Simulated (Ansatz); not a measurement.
# Starting-point dependence of the GW gap of C4S5O (Pc)

One-shot GW is not self-consistent; how far does the start matter for C4S5O (Pc)?

Program: Ansatz 0.2.0. Level of theory: G0W0 on several functionals, plane waves, PAW. Results are calculated unless marked as measured.

### 1. Set-up

It takes space group Pc (No. 7, monoclinic). Conventional cell: a = 3.964 Å, b = 11.021 Å, c = 8.832 Å, α = 90.00°, β = 104.76°, γ = 90.00°. Nearest to C lie 3 S at 1.65 to 1.74 Å. C has 1 C at 1.37 Å and 2 S at 1.73 Å nearest. Nearest to C lie 1 O at 1.21 Å and 2 S at 1.80 Å. Nearest to C lie 1 C at 1.37 Å and 2 S at 1.73 Å. Nearest to S lie 1 C at 1.65 Å. Nearest to S lie 2 C at 1.73 to 1.74 Å. Farther neighbours and most contacts between anions are not listed.

Geometry: measured cell, ions relaxed with PBE. The runs that relaxed it are not among those shown.

### 2. G0W0 on PBEsol

Now the one-shot GW correction: screening in the RPA, then the self-energy of the levels asked for. This step takes PAW set soft_1 files.

This step: G0W0 on PBEsol, plane waves, PAW; PAW set soft_1.

File input.yaml:

```yaml
crystal:
  lattice:
    - [3.9638, 0.0, 0.0]
    - [0.0, 11.0211, 0.0]
    - [-2.2503537532, 0.0, 8.5408209769]
  atoms:
    - { symbol: C, position: [0.9954444397, 0.1796739709, 0.3639247569] }
    - { symbol: C, position: [0.9954444397, 0.8203260291, 0.8639247569] }
    - { symbol: C, position: [0.4303161322, 0.201707041, 0.6372972353] }
    - { symbol: C, position: [0.4303161322, 0.798292959, 0.1372972353] }
    - { symbol: C, position: [0.7934383888, 0.3409955639, 0.8579692616] }
    - { symbol: C, position: [0.7934383888, 0.6590044361, 0.3579692616] }
    - { symbol: C, position: [0.3676703384, 0.3173331213, 0.5811982461] }
    - { symbol: C, position: [0.3676703384, 0.6826668787, 0.0811982461] }
    - { symbol: S, position: [0.7175656305, 0.1290236316, 0.2041229421] }
    - { symbol: S, position: [0.7175656305, 0.8709763684, 0.7041229421] }
    - { symbol: S, position: [0.2162793335, 0.0863359043, 0.5167550488] }
    - { symbol: S, position: [0.2162793335, 0.9136640957, 0.0167550488] }
    - { symbol: S, position: [0.7019628428, 0.181898402, 0.8234195846] }
    - { symbol: S, position: [0.7019628428, 0.818101598, 0.3234195846] }
    - { symbol: S, position: [0.0945683707, 0.3332646569, 0.3947420537] }
    - { symbol: S, position: [0.0945683707, 0.6667353431, 0.8947420537] }
    - { symbol: S, position: [0.5678526524, 0.4359530879, 0.6984529155] }
    - { symbol: S, position: [0.5678526524, 0.5640469121, 0.1984529155] }
    - { symbol: O, position: [-0.010268129, 0.3802644671, 0.9759479553] }
    - { symbol: O, position: [-0.010268129, 0.6197355329, 0.4759479553] }
kpoints:
  mp_grid: { grid: [4, 2, 2] }
hamiltonian:
  xc: pbesol
  pseudopotentials: { kind: paw, azcp: { folder: soft_1 }, xc_functional: pbe }
scf:
  occupations: { method: fixed }
gw:
  n_empty_bands: 977
  ecut_chi: 110.0
  qp_bands: [v4, c4]
  qp_kpoints: band_edges
  screening: { model: contour_deformation }
```

Launch:

```console
$ ansatz run input.yaml --threads 2 --pin off --max-ram 92160MiB --backend cuda --events-out ev --progress --plain --runs-dir out --devices 1 --max-vram 13GiB
```

Numbers of over 12 decimals in the logs are rounded to 6 here.

What it wrote:

```text
GPUs: using 1 of 1 available (devices: 1).
Engine: ansatz 0.2.0, x86_64-unknown-linux-gnu
Pseudopotentials: kind: paw
Pseudopotential: C, paw, valence charge 4, recommended cutoff 420 eV (normal), soft_1/C.paw.azcp
Pseudopotential: S, paw, valence charge 6, recommended cutoff 420 eV (normal), soft_1/S.paw.azcp
Pseudopotential: O, paw, valence charge 6, recommended cutoff 420 eV (normal), soft_1/O.paw.azcp
Functional definition: PBEsol
  exchange = pbesol_x
  correlation = pbesol_c
device memory: the entry about to start is reckoned to put 3.3 GiB on a device that reports 57.2 GiB free (of which the cap on the GPU budget leaves the run 13.0 GiB)
GPU FFT provider: cuFFT
GPU libraries: cuBLAS 13.8.2, cuFFT 12.4.0, cuSOLVER 12.3.4
Crystal: 20 atoms, lattice volume = 373.109 Å³
Basis set: ecut = 420 eV, 7335 PW (Γ)
Bands: 72, of which v1, the nominal top of the filled ones, is band 52 counted from 1 (51 counted from 0)
Symmetry: 2 space group operations
Space group: Pc (ITA 7), of the structure as read, at distance tolerance 7.2e-5 Å
k-points: 12 of 16 (time reversal used)
Non-local potential: C, projectors of the file, l = 0: 2, l = 1: 2, l = 2: 1
Non-local potential: S, projectors of the file, l = 0: 2, l = 1: 2, l = 2: 1
Non-local potential: O, projectors of the file, l = 0: 2, l = 1: 2, l = 2: 1
PAW form: soft (Blöchl's): semilocal exchange-correlation on the pseudo side does not see the compensation charge
PAW frozen core: C, regenerated for the run's functional, and the local potential with it (the file was generated under x = pbe(κ = 0.804, μ = 0.219515), c = pbe(β = 0.066725))
PAW frozen core: S, regenerated for the run's functional, and the local potential with it (the file was generated under x = pbe(κ = 0.804, μ = 0.219515), c = pbe(β = 0.066725))
PAW frozen core: O, regenerated for the run's functional, and the local potential with it (the file was generated under x = pbe(κ = 0.804, μ = 0.219515), c = pbe(β = 0.066725))
PAW one-centre angular grid: C, 110 points (default); XC on 64 Gauss nodes
PAW one-centre angular grid: S, 110 points (default); XC on 64 Gauss nodes
PAW one-centre angular grid: O, 110 points (default); XC on 64 Gauss nodes
Initial density: superposition of atomic densities (chi_scale 0.1, normalization cell, long waves kept (reshape's long-wave potential 0.98 eV rms))
Initial wavefunctions: pseudopotential atomic-orbital guess
GPU buffer pool allocated for 121500 grid points (all kernels)
GPU transforms: local potential and band sums: pruned to the plane-wave sphere, on 27×75×60
Functional: x = pbesol(κ = 0.804, μ = 0.123457), c = pbesol(β = 0.046)
SCF iter   1: F=—  HF=-11946.227884 eV  |F-HF|=—  |Δ(HF+E_count)|=         —  Δρ=7.64e-2  dr2=4.16e1  ethr=3.10e-3  ⟨swp⟩=5.0  Hψ=3661  notcnv=0  defer=216
preconditioner: auto → Resta (q_TF=auto, 2.205 Å⁻¹)  ε∞=4.0  [insulator: Δε(μ)=0.942 eV  Ē_g=10.916 eV  n_scr=62 (ndim 8)  ℏωp=18.8 eV  f_vac=0.025  ε∞_Penn≈4.0]
SCF iter   2: F=—  HF=-11938.063913 eV  |F-HF|=—  |Δ(HF+E_count)|=    8.16e0  Δρ=3.54e-2  dr2=3.51e0  ethr=3.10e-3  ⟨swp⟩=4.0  Hψ=2054  notcnv=0  defer=211
SCF iter   3: F=—  HF=-11937.319062 eV  |F-HF|=—  |Δ(HF+E_count)|=   7.45e-1  Δρ=1.65e-2  dr2=8.81e-1  ethr=3.10e-3  ⟨swp⟩=2.0  Hψ=1661  notcnv=0  defer=182
SCF iter   4: F=—  HF=-11937.159152 eV  |F-HF|=—  |Δ(HF+E_count)|=   1.60e-1  Δρ=7.41e-3  dr2=1.81e-1  ethr=8.47e-4  ⟨swp⟩=2.0  Hψ=1379  notcnv=0  defer=216
SCF iter   5: F=—  HF=-11937.135627 eV  |F-HF|=—  |Δ(HF+E_count)|=   2.35e-2  Δρ=1.87e-3  dr2=1.39e-2  ethr=1.74e-4  ⟨swp⟩=2.0  Hψ=1621  notcnv=0  defer=216
SCF iter   6: F=—  HF=-11937.141656 eV  |F-HF|=—  |Δ(HF+E_count)|=   6.03e-3  Δρ=8.72e-4  dr2=3.92e-3  ethr=1.33e-5  ⟨swp⟩=2.2  Hψ=1152  notcnv=0  defer=216
SCF iter   7: F=—  HF=-11937.143158 eV  |F-HF|=—  |Δ(HF+E_count)|=   1.50e-3  Δρ=2.58e-4  dr2=3.49e-4  ethr=3.76e-6  ⟨swp⟩=2.0  Hψ=1211  notcnv=0  defer=216
SCF iter   8: F=—  HF=-11937.143496 eV  |F-HF|=—  |Δ(HF+E_count)|=   3.38e-4  Δρ=1.23e-4  dr2=9.04e-5  ethr=3.36e-7  ⟨swp⟩=2.0  Hψ=1235  notcnv=0  defer=216
SCF iter   9: F=—  HF=-11937.143530 eV  |F-HF|=—  |Δ(HF+E_count)|=   3.39e-5  Δρ=4.11e-5  dr2=8.30e-6  ethr=8.69e-8  ⟨swp⟩=2.3  Hψ=1366  notcnv=0  defer=209
SCF iter  10: F=—  HF=-11937.143538 eV  |F-HF|=—  |Δ(HF+E_count)|=   7.98e-6  Δρ=1.54e-5  dr2=1.28e-6  ethr=7.98e-9  ⟨swp⟩=2.0  Hψ=1271  notcnv=0  defer=209
SCF iter  11: F=—  HF=-11937.143540 eV  |F-HF|=—  |Δ(HF+E_count)|=   1.37e-6  Δρ=6.25e-6  dr2=2.21e-7  ethr=1.24e-9  ⟨swp⟩=2.0  Hψ=1193  notcnv=0  defer=209
SCF iter  12: F=-11937.143540 eV  HF=-11937.143540 eV  |F-HF|=1.23e-8  |Δ(HF+E_count)|=   1.99e-7  Δρ=1.68e-6  dr2=1.67e-8  ethr=9.62e-11  ⟨swp⟩=15.5  Hψ=4854  notcnv=0
SCF 1 converged in 12 iterations: F = -11937.143540 eV  dr2 = 1.67e-8
  greatest PAW one-centre occupation: 0.877 electrons in one spin orbital (limit 2), on the O atom at site 19 (counted from 0), in its partial waves of l = 0
device memory: the entry about to start is reckoned to put 3.9 GiB (of the 4.1 GiB reckoned in all, the device holds 0.1 GiB already) on a device that reports 54.1 GiB free (of which the cap on the GPU budget leaves the run 12.9 GiB)
NSCF: frozen V_eff on 12 k-points
the band table was solved once the SCF had ended and its energy, with any forces and stress, was formed, with the checks that follow a solve (3878 applications of the Hamiltonian). They found nothing against the state; the energy, forces and stress were not computed again (output.eigenvalues in the input reference)
device memory: the entry about to start is reckoned to put 12.0 GiB on a device that reports 54.2 GiB free (of which the cap on the GPU budget leaves the run 13.0 GiB)
NSCF: frozen V_eff on 12 k-points
G₀W₀ screening: q 1/12
[... further progress lines ...]
device memory: the entry about to start is reckoned to put 1.4 GiB on a device that reports 44.9 GiB free (of which the cap on the GPU budget leaves the run 13.0 GiB)
NSCF: frozen V_eff on 1 k-points
device memory: the entry about to start is reckoned to put 1.4 GiB on a device that reports 45.4 GiB free (of which the cap on the GPU budget leaves the run 13.0 GiB)
NSCF: frozen V_eff on 1 k-points
SCF converged after 12 iterations
Free energy (F): -11937.143540 eV
Harris-Foulkes:  -11937.143540 eV  (|F-HF|=1.23e-8)
Internal energy: -11937.143540 eV  (E = F + TS)
E sigma→0 (E₀):  -11937.143540 eV
Fermi energy:    3.393140 eV
--- Per-component energies (eV) ---
  E_band       = -457.991473
  E_kinetic    = 2074.622874
  E_local      = -4778.148665  (includes V_loc(G=0)·N_el)
  E_nonlocal   = 644.491908
  E_hartree    = 1647.282614
  E_xc         = -1379.412931
  E_vxc        = -1447.884466  (∫ρ·V_xc dr)
  E_paw        = -7004.664363  (= ΣΔE_a)
  E_vpaw       = -245.639503  (= ΣTr[D̂ρ^β])
  E_aug_tail   = 0.001676  (compensation charges beyond the density's cutoff)
  E_ewald      = -3142.175527
  E_core_change = 0.858873  (= ΣΔE_core)
  E_smearing   = -0.000000  (= −TS)
  E_closure    = 0.000000  (closes the sum)
  Σ components = -11937.143540   (vs F -11937.143540, Δ=0.00e0)
--- Band table (eV; the first three rows and the last of 12) ---
  k-point 0: bands = [... 48 lower, 2.4978, 2.9017, 2.9795, 3.0248, 5.5508, 5.5930, 6.1875, 6.3037, ... 16 higher]
  k-point 1: bands = [... 48 lower, 2.7841, 2.7841, 3.1222, 3.1222, 5.5945, 5.5945, 6.1978, 6.1978, ... 16 higher]
  k-point 2: bands = [... 48 lower, 2.4817, 2.8029, 2.9721, 3.0516, 5.5741, 5.5813, 6.3246, 6.3621, ... 16 higher]
  k-point 11: bands = [... 48 lower, 2.7141, 2.7141, 3.1761, 3.1761, 5.3208, 5.3208, 6.0412, 6.0412, ... 16 higher]
--- G₀W₀: contour deformation, 7 samples at zero and on the imaginary axis and 1 off it, 16 q-points, 977 empty bands' worth ---
  eigenvalues of the whole cell's RPA ε∞ on this k-mesh (on a slab, of 1 + 4πα/V) = 2.5960, 4.1957, 5.2721; static W/v taken at q = 0 is 0.264312
  bands read: the sum over 1029 bands ends inside a degenerate multiplet in 4 slots, whose members it reads at an even weight; the widest, k=1: bands 1029 to 1030 (counted from 1) at 1/2 each
  gw.qp_kpoints: band_edges: 12 of 12 stored k-points solved, in 1 pass; an edge of the gap read off the rows below is read off those points alone
    ik  band        ε_KS         Σx   Σc(E_QP)       V_xc       Z   E_QP_lin       E_QP  E_QP is
     0    49      2.4978   -17.7755     2.4124   -14.5473  0.7145     1.6478     1.6820  root
     0    50      2.9017   -18.0083     2.1358   -15.0558  0.7290     2.0608     2.0849  root
     0    51      2.9795   -17.1015     1.5301   -14.8556  0.7352     2.2490     2.2637  root
     0    52      3.0248   -17.0908     1.5707   -14.7829  0.7350     2.2719     2.2876  root
     0    53      5.5508   -10.1469    -3.5191   -14.4445  0.7405     6.3465     6.3293  root
     0    54      5.5930   -10.2222    -3.4498   -14.4437  0.7416     6.3816     6.3648  root
     0    55      6.1875    -7.9260    -4.1343   -12.9258  0.7706     7.0728     7.0530  root
     0    56      6.3037    -9.0273    -4.3807   -14.4313  0.7587     7.3590     7.3271  root
     1    49      2.7841   -18.5173     2.3953   -15.3008  0.7233     1.9358     1.9628  root
     1    50      2.7841   -18.5173     2.3953   -15.3008  0.7233     1.9358     1.9628  root
     1    51      3.1222   -17.1466     1.4267   -15.0164  0.7391     2.4062     2.4186  root
     1    52      3.1222   -17.1466     1.4267   -15.0164  0.7391     2.4062     2.4186  root
     1    53      5.5945   -10.1605    -3.4914   -14.4033  0.7403     6.3622     6.3460  root
     1    54      5.5945   -10.1605    -3.4914   -14.4033  0.7403     6.3622     6.3460  root
     1    55      6.1978    -8.9635    -4.1739   -14.1019  0.7600     7.1895     7.1624  root
     1    56      6.1978    -8.9635    -4.1739   -14.1019  0.7600     7.1895     7.1624  root
     2    49      2.4817   -17.7541     2.4213   -14.5154  0.7141     1.6295     1.6644  root
     2    50      2.8029   -17.6573     2.1464   -14.6890  0.7259     1.9544     1.9811  root
     2    51      2.9721   -17.1706     1.5446   -14.9062  0.7356     2.2376     2.2524  root
     2    52      3.0516   -17.0874     1.5504   -14.8045  0.7350     2.3039     2.3191  root
     2    53      5.5741   -10.1552    -3.4608   -14.3809  0.7422     6.3552     6.3390  root
     2    54      5.5813   -10.2966    -3.5059   -14.5875  0.7388     6.3842     6.3663  root
     2    55      6.3246    -9.3153    -4.0301   -14.2581  0.7518     7.2624     7.2372  root
     2    56      6.3621    -8.8779    -4.3050   -14.1772  0.7591     7.3877     7.3565  root
[...]
11    49      2.7141   -17.7115     2.2406   -14.6523  0.7225     1.8674     1.8956  root
    11    50      2.7141   -17.7115     2.2406   -14.6523  0.7225     1.8674     1.8956  root
    11    51      3.1761   -17.1746     1.4382   -15.0273  0.7422     2.4548     2.4670  root
    11    52      3.1761   -17.1746     1.4382   -15.0273  0.7422     2.4548     2.4670  root
    11    53      5.3208    -9.3196    -3.5436   -13.5898  0.7494     6.0606     6.0474  root
    11    54      5.3208    -9.3196    -3.5436   -13.5898  0.7494     6.0606     6.0474  root
    11    55      6.0412    -9.5502    -3.9730   -14.5197  0.7492     7.0689     7.0378  root
    11    56      6.0412    -9.5502    -3.9730   -14.5197  0.7492     7.0689     7.0378  root
```

The job ended after 87 s (1 × NVIDIA H100 80GB HBM3 (shared by 6 runs) with 2 threads of AMD EPYC 7R13 (Zen 3), shared host; peak memory 4.6 GiB; 2.2 min of CPU time).

This step gave:

| Property | Result |
| --- | --- |
| bands summed | 1029 |
| RPA ε∞ on this mesh (eigenvalues) | 2.596, 4.196, 5.272 |
| plane waves in the screening matrix | 983 |
| q-points in the mesh | 16 |
| G0W0 gap on the mesh | 2.937 eV |
| k of the valence top | -0.5, -0.5, 0 |
| k of the conduction bottom | -0.5, 0, 0 |
| starting gap on the mesh | 1.537 eV |
| Z at the valence top | 0.7453 |
| Z at the conduction bottom | 0.7562 |
| least direct G0W0 gap on the computed points | 3.013 eV |

The gap on the mesh goes from 1.54 eV to 2.94 eV, a correction of +1.40 eV. Between the two edge states, bare exchange in place of the xc potential would open the gap by 6.02 eV, and correlation takes back 4.62 eV.

(Part 1 of 2 ends here.)

[Paths, hosts, dates, memory and timing lines, banners, echoed tables and standing remarks are left out of the program output.]

[Logs are printed without paths, hosts, clocks, repeated set-up lines and the standing remarks that a program may print on its own settings, such as how far it seeks lower states.]

[Runs of the session that timed out or met a known fault of the program may be left out.]

[Cells called generated may have been cut or substituted from an entry of the Crystallography Open Database or the Materials Project.]

[Hosts, paths, dates, database ids (printed as entryN), source tags and the programs' standing remarks are cut or masked in the printed files.]
